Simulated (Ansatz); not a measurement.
## Phonons of HfC (Fm-3m) against volume

Wanted: Grüneisen parameters and pressure coefficients of the modes of HfC (Fm-3m).

Method: DFT LDA, scalar-relativistic, plane waves, PAW; PAW set soft_1, in Ansatz 0.2.0.

This is a report of a sequence of runs, with most program output left out.

The database entry behind the starting cell differs from later determinations by our own check (about 0.2 % long), so it need not match the best structure at ambient conditions.

## Step 1: The starting structure

It takes space group Fm-3m (No. 225, cubic). The conventional cell has a = 4.650 Å, b = 4.650 Å, c = 4.650 Å, α = 90.00°, β = 90.00°, γ = 90.00°. C has 6 Hf at 2.33 Å nearest. Hf has 6 C at 2.33 Å nearest. Farther neighbours are not listed.

Coordinates:

```cif
data_structure
_symmetry_space_group_name_H-M 'P 1'
_symmetry_Int_Tables_number 1
_cell_length_a 3.2880
_cell_length_b 3.2880
_cell_length_c 3.2880
_cell_angle_alpha 60.000
_cell_angle_beta 60.000
_cell_angle_gamma 60.000
_cell_volume 25.14
loop_
_atom_site_label
_atom_site_type_symbol
_atom_site_fract_x
_atom_site_fract_y
_atom_site_fract_z
_atom_site_occupancy
C1 C 0.00000 0.00000 0.00000 1
Hf2 Hf 0.50000 0.50000 0.50000 1
```

## Step 2: A rough relaxation first

A rough relaxation comes first, because large forces or stress need no tight tolerances yet.

input.yaml reads:

```yaml
crystal:
  lattice:
    - [0.0, 2.325, 2.325]
    - [2.325, 0.0, 2.325]
    - [2.325, 2.325, 0.0]
  atoms:
    - { symbol: C, position: [0.0, 0.0, 0.0] }
    - { symbol: Hf, position: [0.5, 0.5, 0.5] }
kpoints:
  mp_grid: { grid: [8, 8, 8] }
hamiltonian:
  xc: lda
  pseudopotentials: { kind: paw, azcp: { folder: soft_1 }, xc_functional: pbe }
scf:
  occupations: { method: gaussian, width: 0.1 }
output:
  forces: true
  stress: true
  eigenvalues: true
relax:
  adjacent_minimum: "off"
  f_tol: 0.05
  max_steps: 80
  cell: { stress_tol: 0.5 }
```

On the command line:

```
$ ansatz run input.yaml --threads 4 --pin off --max-ram 10240MiB --backend cpu --events-out ev --progress --plain --runs-dir out
```

Run time: 3.3 s. Hardware: 4 threads of Intel Xeon at 2.70GHz, shared host; peak memory 0.34 GiB.

Relaxation path:

| step | energy less that of the first step (eV) | largest force component (eV/Å) | pressure (GPa) | volume (Å³) |
| --- | --- | --- | --- | --- |
| 1 | 0.0000 | 0.0000 | -11.88 | 25.14 |
| 2 | -0.0189 | 0.0000 | 11.16 | 22.99 |
| 3 | -0.0486 | 0.0000 | -0.76 | 23.98 |
| 4 | -0.0489 | 0.0000 | -0.04 | 23.91 |
| 5* | -0.0476 | 0.0000 | -0.11 | 23.91 |

Relaxation steps marked * repeat the geometry before them on a plane-wave basis chosen anew for their cell, so energy and pressure can jump there.

The run keeps the 48 symmetry operations that it works with, so distortions that break them were not tested.

| conventional cell, symmetrised | before | after | change |
| --- | --- | --- | --- |
| a (Å) | 4.650 | 4.573 | -1.6 % |
| b (Å) | 4.650 | 4.573 | -1.6 % |
| c (Å) | 4.650 | 4.573 | -1.6 % |
| volume (Å³/atom) | 12.57 | 11.96 | -4.9 % |

Final coordinates:

```xyz
2
Lattice="0.0000 2.2867 2.2867 2.2867 0.0000 2.2867 2.2867 2.2867 0.0000" Properties=species:S:1:pos:R:3 pbc="T T T"
C     0.0000    0.0000    0.0000
Hf    2.2867    2.2867    2.2867
```

This step gave:

```yaml
pressure: -0.1068 GPa
volume_per_atom: 11.96 Å³
gap_on_the_k_mesh: 0 eV
```

In this step the volume went from 12.57 to 11.96 Å³/atom.

## Step 3: Bringing the structure to rest

The cell and atoms are relaxed, since residual forces and stress would shift the frequencies.

input.yaml, the sections that differ from step 2:

```yaml
crystal:
  lattice:
    - [0.0, 2.2866954148, 2.2866954148]
    - [2.2866954148, 0.0, 2.2866954148]
    - [2.2866954148, 2.2866954148, 0.0]
  atoms:
    - { symbol: C, position: [0.0, 0.0, 0.0] }
    - { symbol: Hf, position: [0.5, 0.5, 0.5] }
kpoints:
  mp_grid: { grid: [16, 16, 16] }
output:
  forces: true
  stress: true
  eigenvalues: true
  write_density: true
  write_potential: true
  elf: true
  volumetric_format: npy
relax:
  adjacent_minimum: "off"
  f_tol: 0.005
  max_steps: 80
  cell: { stress_tol: 0.05 }
# hamiltonian, scf: as in step 2
```

It took 7.5 s on 4 threads; peak memory 0.42 GiB; 25 s of CPU time.

Little changed from the start: no atom moved by 0.005 Å and no cell edge by 0.1 %.

Numbers from this step:

* pressure: -9.54e-4 GPa
* volume per atom: 11.95 Å³

ELF in the ac plane of the conventional cell at fractional y = 0.000, with atoms of C and Hf within 0.2 Å of it. It is the smooth field of the valence electrons, not physical close to the nuclei.

Values, 13 rows by 14 columns, each cell a mean:
```
0.30 0.64 0.73 0.36 0.35 0.71 0.84 0.85 0.81 0.55 0.25 0.58 0.74 0.42
0.72 0.76 0.68 0.32 0.19 0.46 0.68 0.72 0.60 0.29 0.19 0.53 0.74 0.73
0.50 0.48 0.41 0.24 0.15 0.21 0.32 0.35 0.26 0.16 0.19 0.35 0.46 0.49
0.34 0.26 0.17 0.18 0.32 0.44 0.48 0.49 0.47 0.40 0.26 0.15 0.20 0.31
0.71 0.58 0.30 0.19 0.52 0.74 0.74 0.71 0.75 0.67 0.32 0.18 0.44 0.67
0.84 0.80 0.54 0.25 0.58 0.75 0.46 0.32 0.62 0.73 0.36 0.34 0.71 0.84
0.85 0.83 0.60 0.27 0.59 0.71 0.28 0.12 0.54 0.74 0.37 0.39 0.76 0.85
0.82 0.74 0.43 0.21 0.56 0.76 0.63 0.57 0.73 0.72 0.34 0.27 0.61 0.79
0.54 0.40 0.18 0.18 0.46 0.65 0.68 0.69 0.67 0.58 0.29 0.15 0.30 0.49
0.32 0.28 0.24 0.21 0.23 0.27 0.31 0.33 0.29 0.24 0.20 0.21 0.26 0.31
0.67 0.66 0.57 0.30 0.14 0.28 0.48 0.53 0.39 0.19 0.17 0.44 0.63 0.67
0.57 0.72 0.72 0.34 0.25 0.61 0.79 0.81 0.72 0.43 0.22 0.56 0.77 0.65
0.13 0.54 0.74 0.37 0.39 0.76 0.85 0.85 0.83 0.60 0.28 0.59 0.72 0.30
```
Columns run along a (4.6 Å), rows up along c (4.6 Å), edges of the conventional cell, whose origin can differ from the input's. Atoms in or near the plane, at fractional coordinates: C at (0.00, 0.00), C at (0.50, 0.50), Hf at (0.50, 0.00), Hf at (0.00, 0.50).

Valence density in the ac plane of the conventional cell at fractional y = 0.000, with atoms of C and Hf within 0.2 Å of it. It is the smooth field of the valence electrons, not physical close to the nuclei.

Ten steps, logarithmic in the rise over the least value, from '_' (0 e/Å³) to '@' (49 e/Å³), each cell a mean:
```
::::..__..++%%@@##--....::::
::....____::++++==..____..::
..__________......________..
....________....__________..
++==..____..::::..______::++
@@##--....::::::::..__..++%%
@@##--....::::::::....::**@@
##++::____..::::::..__..==##
--::________......______..--
..__________....__________..
....______..----::________..
::::..__..==####++::____..::
::::....::**@@@@##--....::::
```
Columns run along a (4.6 Å), rows up along c (4.6 Å), edges of the conventional cell, whose origin can differ from the input's. Atoms in or near the plane, at fractional coordinates: C at (0.00, 0.00), C at (0.50, 0.50), Hf at (0.50, 0.00), Hf at (0.00, 0.50).

Electrostatic potential energy in the ac plane of the conventional cell at fractional y = 0.000, with atoms of C and Hf within 0.2 Å of it. With pseudopotentials it is smooth inside the atoms' cores, unlike the true potential.

Ten even steps from '0' (-35 eV) to '9' (19 eV), each cell a mean:
```
03896455458961
58998544469996
99999877799999
77999999999987
44799966899854
54589610389644
64489500189635
44589732599744
56899988999875
88999988999998
89998755689998
25997444458983
02896356448950
```
Columns run along a (4.6 Å; values clipped at the 3rd and 97th percentile), rows up along c (4.6 Å), edges of the conventional cell, whose origin can differ from the input's. Atoms in or near the plane, at fractional coordinates: C at (0.00, 0.00), C at (0.50, 0.50), Hf at (0.50, 0.00), Hf at (0.00, 0.50).

In this step the volume went from 11.96 to 11.95 Å³/atom.

## Step 4: Tight relaxation

Phonons need small forces and stress, so the relaxation is finished with tight tolerances on 16×16×16 k points.

input.yaml, the sections that differ from step 3:

```yaml
crystal:
  lattice:
    - [0.0, 2.2863725904, 2.2863725904]
    - [2.2863725904, 0.0, 2.2863725904]
    - [2.2863725904, 2.2863725904, 0.0]
  atoms:
    - { symbol: C, position: [0.0, 0.0, 0.0] }
    - { symbol: Hf, position: [0.5, 0.5, 0.5] }
scf:
  occupations: { method: methfessel_paxton, width: 0.2 }
relax:
  adjacent_minimum: "off"
  f_tol: 0.001
  max_steps: 60
  cell: { stress_tol: 0.01 }
# kpoints, hamiltonian, output: as in step 3
```

Run time: 4.2 s. Hardware: 4 threads; peak memory 0.41 GiB.

Little changed from the start: no atom moved by 0.005 Å and no cell edge by 0.1 %.

Numbers from this step:

```yaml
pressure: 0.007898 GPa
```

Electrostatic potential energy in the ac plane of the conventional cell at fractional y = 0.000, with atoms of C and Hf within 0.2 Å of it. With pseudopotentials it is smooth inside the atoms' cores, unlike the true potential.

Ten even steps from '0' (-35 eV) to '9' (20 eV), each cell a mean:
```
03896455448960
57998543469986
99999866789999
88999998999998
45799988999864
43589731599744
64489500188635
54489600389645
34699865799854
67899999999986
89999988899999
89998644579998
15997444358973
01886356448950
```
Columns run along a (4.6 Å; values clipped at the 3rd and 97th percentile), rows up along c (4.6 Å), edges of the conventional cell, whose origin can differ from the input's. Atoms in or near the plane, at fractional coordinates: C at (0.00, 0.00), C at (0.50, 0.50), Hf at (0.50, 0.00), Hf at (0.00, 0.50).

ELF in the ac plane of the conventional cell at fractional y = 0.000, with atoms of C and Hf within 0.2 Å of it. It is the smooth field of the valence electrons, not physical close to the nuclei.

Values, 14 rows by 14 columns, each cell a mean:
```
0.28 0.63 0.74 0.36 0.36 0.72 0.84 0.85 0.81 0.56 0.25 0.58 0.74 0.40
0.72 0.77 0.70 0.33 0.21 0.50 0.72 0.77 0.64 0.32 0.19 0.54 0.76 0.74
0.59 0.57 0.48 0.26 0.14 0.21 0.36 0.39 0.27 0.14 0.18 0.39 0.54 0.58
0.28 0.22 0.18 0.19 0.26 0.33 0.36 0.37 0.34 0.31 0.23 0.18 0.19 0.25
0.61 0.46 0.21 0.18 0.48 0.70 0.74 0.74 0.73 0.63 0.31 0.14 0.32 0.56
0.83 0.75 0.46 0.22 0.57 0.77 0.63 0.53 0.71 0.73 0.34 0.27 0.64 0.81
0.85 0.83 0.61 0.28 0.59 0.72 0.28 0.10 0.53 0.74 0.37 0.39 0.77 0.85
0.85 0.81 0.56 0.25 0.58 0.74 0.40 0.28 0.63 0.74 0.36 0.36 0.72 0.84
0.77 0.64 0.32 0.19 0.54 0.76 0.74 0.72 0.77 0.70 0.33 0.21 0.50 0.72
0.39 0.27 0.14 0.18 0.39 0.54 0.58 0.59 0.57 0.48 0.26 0.14 0.21 0.36
0.37 0.34 0.31 0.23 0.18 0.19 0.25 0.28 0.22 0.18 0.19 0.26 0.33 0.36
0.74 0.73 0.63 0.31 0.14 0.32 0.56 0.61 0.46 0.21 0.18 0.48 0.70 0.74
0.53 0.71 0.73 0.34 0.27 0.64 0.81 0.83 0.75 0.46 0.22 0.57 0.77 0.63
0.10 0.53 0.74 0.37 0.39 0.77 0.85 0.85 0.83 0.61 0.28 0.59 0.72 0.28
```
Columns run along a (4.6 Å), rows up along c (4.6 Å), edges of the conventional cell, whose origin can differ from the input's. Atoms in or near the plane, at fractional coordinates: C at (0.00, 0.00), C at (0.50, 0.50), Hf at (0.50, 0.00), Hf at (0.00, 0.50).

Valence density in the ac plane of the conventional cell at fractional y = 0.000, with atoms of C and Hf within 0.2 Å of it. It is the smooth field of the valence electrons, not physical close to the nuclei.

Ten steps, logarithmic in the rise over the least value, from '0' (0 e/Å³) to '9' (50 e/Å³), each cell a mean:
```
22101589731122
21100356410012
10000012100001
10000001000001
32100111100013
76200122210147
97311222211269
97311222210158
64100122110035
21000011000001
10000011000000
11000133210011
22101477620012
22112699731122
```
Columns run along a (4.6 Å), rows up along c (4.6 Å), edges of the conventional cell, whose origin can differ from the input's. Atoms in or near the plane, at fractional coordinates: C at (0.00, 0.00), C at (0.50, 0.50), Hf at (0.50, 0.00), Hf at (0.00, 0.50).

The forces vanish by symmetry and the pressure is 0.008 GPa, within the tolerances set. The cell now holds 11.95 Å³/atom.

## Step 5: Modes at rest

Phonons follow from the second derivative of the energy, found here by linear response.

The modes at rest are the reference of the series.

input.yaml, the sections that differ from step 4:

```yaml
output:
  eigenvalues: true
phonons:
  method: dfpt
# crystal, kpoints, hamiltonian, scf: as in step 4
# relax: removed
```

Wall time 20 s (4 threads); peak memory 0.8 GiB.

Numbers from this step:

| Item | Value |
| --- | --- |
| sum-rule residual before enforcement | 9.61e-6 eV/Å² |
| point group | m-3m |
| highest optical mode at the zone centre (no LO-TO term) | 462.3 cm⁻¹ |
| lowest optical zone-centre mode | 462.3 cm⁻¹ |

Patterns of degenerate modes are one choice out of their space. The modes at Γ (shares of kinetic energy by element, %):

| mode | frequency (cm⁻¹) | symmetry | C % | Hf % |
| --- | --- | --- | --- | --- |
| 1 | 0.0 | acoustic | 6 | 94 |
| 2 | 0.0 | acoustic | 6 | 94 |
| 3 | 0.0 | acoustic | 6 | 94 |
| 4 | 462.3 | T1u | 94 | 6 |
| 5 | 462.3 | T1u | 94 | 6 |
| 6 | 462.3 | T1u | 94 | 6 |

Displacements in mode 6 (462.3 cm⁻¹), the largest set to 1:
```
C1   0.00  1.00 -0.07
Hf2  0.00 -0.07  0.00
```

Before it was imposed, the acoustic sum rule was missed by 9.6e-6 eV/Å². Small misses are needed for a sound result but don't prove that mesh and cutoff are converged. The lowest optical mode is real, 462 cm⁻¹.

## Step 6: Ground state of a member: 1.06 times the volume at rest

The cell is set to 1.06 times the volume at rest; symmetry leaves nothing else free, so this is a single point.

input.yaml, the sections that differ from step 5:

```yaml
crystal:
  lattice:
    - [0.0, 2.33121481, 2.33121481]
    - [2.33121481, 0.0, 2.33121481]
    - [2.33121481, 2.33121481, 0.0]
  atoms:
    - { symbol: C, position: [0.0, 0.0, 0.0] }
    - { symbol: Hf, position: [0.5, 0.5, 0.5] }
output:
  forces: true
  stress: true
  eigenvalues: true
# kpoints, hamiltonian, scf: as in step 5
# phonons: removed
```

Run time: 2 s. Hardware: 4 threads; peak memory 0.39 GiB.

This step gave:

```yaml
pressure: -13.55 GPa
volume_per_atom: 12.67 Å³
```

The forces vanish by symmetry, at a pressure of -13.55 GPa.

## Step 7: Zone-centre modes of the member: 1.06 times the volume at rest

The zone-centre modes follow for 1.06 times the volume at rest.

input.yaml, as its differences from that of step 6:

```diff
@@ -16,4 +16,4 @@
 output:
-  forces: true
-  stress: true
   eigenvalues: true
+phonons:
+  method: dfpt
```

Elapsed: 21 s, on 4 threads; peak memory 0.82 GiB.

This step gave:

```
sum-rule residual before enforcement                    : 3.23e-6 eV/Å²
highest optical mode at the zone centre (no LO-TO term) : 406.4 cm⁻¹
lowest optical zone-centre mode                         : 406.4 cm⁻¹
```

Patterns of degenerate modes are one choice out of their space. The modes at Γ (shares of kinetic energy by element, %):

| mode | frequency (cm⁻¹) | symmetry | C % | Hf % |
| --- | --- | --- | --- | --- |
| 1 | 0.0 | acoustic | 6 | 94 |
| 2 | 0.0 | acoustic | 6 | 94 |
| 3 | 0.0 | acoustic | 6 | 94 |
| 4 | 406.4 | T1u | 94 | 6 |
| 5 | 406.4 | T1u | 94 | 6 |
| 6 | 406.4 | T1u | 94 | 6 |

The optical mode lies at 406.4 cm⁻¹.

For the highest optical mode at the zone centre (no LO-TO term), step 5 gave 462 cm⁻¹; this run, with volume ratio 1.06, gives 406 cm⁻¹ (-12 %).

## Step 8: Ground state of a member: 0.9 times the volume at rest

The cell is set to 0.9 times the volume at rest; symmetry leaves nothing else free, so this is a single point.

input.yaml, the sections that differ from step 7:

```yaml
crystal:
  lattice:
    - [0.0, 2.2074684653, 2.2074684653]
    - [2.2074684653, 0.0, 2.2074684653]
    - [2.2074684653, 2.2074684653, 0.0]
  atoms:
    - { symbol: C, position: [0.0, 0.0, 0.0] }
    - { symbol: Hf, position: [0.5, 0.5, 0.5] }
output:
  forces: true
  stress: true
  eigenvalues: true
# kpoints, hamiltonian, scf: as in step 7
# phonons: removed
```

Elapsed: 2 s, on 4 threads; peak memory 0.38 GiB; 5.8 s of CPU time.

This step gave:

```
pressure        : 33.84 GPa
volume per atom : 10.76 Å³
```

The forces vanish by symmetry, at a pressure of 33.84 GPa.

## Step 9: Zone-centre modes of the member: 0.9 times the volume at rest

The zone-centre modes follow for 0.9 times the volume at rest.

input.yaml, as its differences from that of step 8:

```diff
@@ -16,4 +16,4 @@
 output:
-  forces: true
-  stress: true
   eigenvalues: true
+phonons:
+  method: dfpt
```

The job ended after 19 s (4 threads; peak memory 0.77 GiB).

Numbers from this step:

- sum-rule residual before enforcement: 1.31e-4 eV/Å²
- highest optical mode at the zone centre (no LO-TO term): 564.2 cm⁻¹
- lowest optical zone-centre mode: 564.2 cm⁻¹

Patterns of degenerate modes are one choice out of their space. The modes at Γ (shares of kinetic energy by element, %):

```
mode  frequency (cm⁻¹)  symmetry  C %  Hf %
   1               0.0  acoustic    6    94
   2               0.0  acoustic    6    94
   3               0.0  acoustic    6    94
   4             564.2       T1u   94     6
   5             564.2       T1u   94     6
   6             564.2       T1u   94     6
```

The optical mode lies at 564.2 cm⁻¹.

For the highest optical mode at the zone centre (no LO-TO term), step 5 gave 462 cm⁻¹; this run, with volume ratio 0.9, gives 564 cm⁻¹ (+22 %).

## Step 10: All members side by side

The members are set side by side, also those not shown above.

Each row is one cell with its response, relaxed at fixed volume as far as symmetry leaves anything free; energies are extrapolated to zero smearing, and E0 is that at rest; shape and atoms are relaxed in each cell where symmetry leaves them free; all runs use 16×16×16 k points and Methfessel-Paxton smearing of 0.2 eV. State of the crystal along the series:

```
volume ratio  V (Å³/atom)  pressure (GPa)  E - E0 (meV/atom)
         0.9        10.76           33.84              115.7
        0.92           11           25.65              71.42
        0.94        11.23           18.25               38.8
        0.96        11.47           11.55              16.66
        0.98        11.71           5.495              4.026
        0.99        11.83           2.683             0.9993
           1        11.95        0.007898                  0
        1.02        12.19          -4.962              3.764
        1.04        12.43          -9.468              14.58
        1.06        12.67          -13.55              31.79
```

Each mode is tracked from rest by its pattern, and modes that stay within 0.3 cm⁻¹ of each other stand once; shape and atoms are relaxed in each cell where symmetry leaves them free; all runs use 16×16×16 k points and Methfessel-Paxton smearing of 0.2 eV. Optical modes along the series:

```csv
V (Å³/atom),mode 4 T1u (cm⁻¹)
10.76,564.2
11,543.4
11.23,522.7
11.47,502.2
11.71,482
11.83,472.1
11.95,462.3
12.19,443.1
12.43,424.5
12.67,406.4
```

From cubic fits (parabolas where under five rows exist) of ln ω and P against ln V through the rows within about 4 % of rest: γ = −d ln ω / d ln V and dω/dP = γ ω / B. Slopes at rest:

```
      mode  fitted frequency at rest (cm⁻¹)  Grüneisen parameter γ  dω/dP (cm⁻¹/GPa)
mode 4 T1u                            462.3                    2.1              3.73
```

## Step 11: Summary of results

```
members                                                          : 10
highest optical mode at the zone centre (no LO-TO term), at rest : 462.3 cm⁻¹
bulk modulus at rest                                             : 261 GPa
mode 4 T1u, γ                                                    : 2.10
```

In words: The series spans -13.6 to 33.8 GPa, and the slope at rest gives a bulk modulus of 261 GPa. The optical mode has γ = 2.10 and moves by 3.7 cm⁻¹ for each GPa. One k mesh and one cutoff serve the ground states and modes of all volumes. These are harmonic frequencies at zero temperature: anharmonic shifts, linewidths and thermal expansion are left out. Spin-orbit coupling is left out, which can matter for the heavy elements here. With no gap, or one that is small against the smearing, the frequencies hang on the k mesh and the smearing, most of all near Kohn anomalies. The PAW files were made for PBE; the program adapts parts of them to the functional of the run, but their partial waves stay those of PBE, an approximation that was not tested in this session. Only the zone centre was solved, so an instability at another wavevector cannot show here.

[Logs are printed without paths, hosts, clocks, repeated set-up lines and the standing remarks that a program may print on its own settings, such as how far it seeks lower states.]

[Hosts, paths, dates, database ids (printed as entryN), source tags and the programs' standing remarks are cut or masked in the printed files.]
